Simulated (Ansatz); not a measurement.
# r2SCAN work function of a third face of Pd from its PBE value

PBE and r2SCAN are run on the same slabs. If the two track each other from face to face, two faces calibrate the third.

How it was computed: Ansatz 0.2.0, plane waves with PAW datasets (its set soft_2) at their recommended cutoffs; symmetric slabs of 7 layers cut at the tabulated experimental lattice constant, atoms at bulk places, 18 Å of vacuum, k-spacing 0.16 Å⁻¹ (2π included), Fermi-Dirac smearing of 0.1 eV, SCF threshold 1e-9 eV. The work function is the vacuum level less the Fermi level.

```
    run  PBE (eV)  r2SCAN (eV)
Pd(110)     4.836        4.830
Pd(100)     5.086            ?
Pd(111)     5.220        5.218
```

Q: Estimate the withheld value from the rows shown.

Two rows fix a line: slope = (5.218 − 4.830) / (5.220 − 4.836) = 1.0104, intercept −0.0563. At 5.086 it gives 1.0104 × 5.086 + (−0.0563) = 5.083 eV. Rounding of the rows alone allows about ±0.001 eV there; two rows can't show whether the line holds.

The run itself gives 5.076 eV: a miss of −0.007 eV. The plain offset, r2SCAN less PBE, runs from −0.009 to −0.002 eV over the three faces.

**Limits.** Unrelaxed, unreconstructed faces at one geometry; neither value is a test against experiment.

[Logs are printed without paths, hosts, clocks, repeated set-up lines and the standing remarks that a program may print on its own settings, such as how far it seeks lower states.]
